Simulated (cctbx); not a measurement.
## Symmetry from intensities

Cell: a = 12.3380 Å, b = 12.3380 Å, c = 12.3380 Å, α = 90.00°, β = 90.00°, γ = 90.00°. Expected content of the cell: Os4 Pd24 Ga64 Ti24.

Simulated single-crystal data (cctbx): Mo Kα, λ = 0.71073 Å, to d = 0.84 Å, 95 % of the full sphere, strongest reflection 5000 counts, noise from counting, a 2 % proportional error and a noise floor of 15 counts (s.d.); no absorption, some extinction.

A first pass over the reflections prints:

```text
12572 reflections to d = 0.843 A
centring   violations  <I/sigma> of those
    A          1 of  6286      0.0
    B          1 of  6284      0.0
    C          0 of  6300      0.0
    I        538 of  6299      0.9
    R        626 of  8390      0.9
    F          1 of  9435      0.0
Laue class    unique    Rint  (classes that these axes allow; Friedel mates merged)
F m m m           482   0.113
F m -3            166   0.120
F m -3 m          115   0.121
space group    extra absences  I>4sigma  <I/sigma>
F 4 3 2                 0          0         -  acentric
F -4 3 m                0          0         -  acentric
F m -3 m                0          0         -  centric
Wilson B = 0.66 A^2   <|E^2-1|> = 0.903 (0.968 centric, 0.736 acentric)   E^2>4: 2.8 %
shell (A)         n   <I/sigma>
 7.12 - 1.69     22     22.1
 1.69 - 1.34     16     21.3
 1.34 - 1.17     14     31.9
 1.17 - 1.07     12     21.3
 1.07 - 0.99     14     17.5
 0.99 - 0.93     11     16.8
 0.93 - 0.89     10     19.7
 0.89 - 0.85     16     13.8
```

**Question.** What are the lattice type, the Laue class and the likely space group?

The reflections that A, B, C and F centring forbids are absent (⟨I/σ⟩ near 0), so the lattice is F. F holds A, B and C together.

Rint stays low (0.113 to 0.121) up to F m -3 m, the highest class in these axes.

3 settings pass the absence test. No glide or screw absences show, which leaves F 4 3 2, F -4 3 m and F m -3 m.

⟨|E²−1|⟩ = 0.903 leans to a centrosymmetric structure. The Wilson B of 0.66 Å² means U ≈ 0.0084 Å².

The true group is Fm-3m (no. 225), Laue class m-3m, centrosymmetric. The tables only narrow the choice to the tied entries; cell content, site symmetry and trial solutions must settle it.

The model was made for the exercise: a known structure type with other elements put in, its volume estimated, not relaxed; displacement parameters are assumed.

[Logs are printed without paths, hosts, clocks, repeated set-up lines and the standing remarks that a program may print on its own settings, such as how far it seeks lower states.]
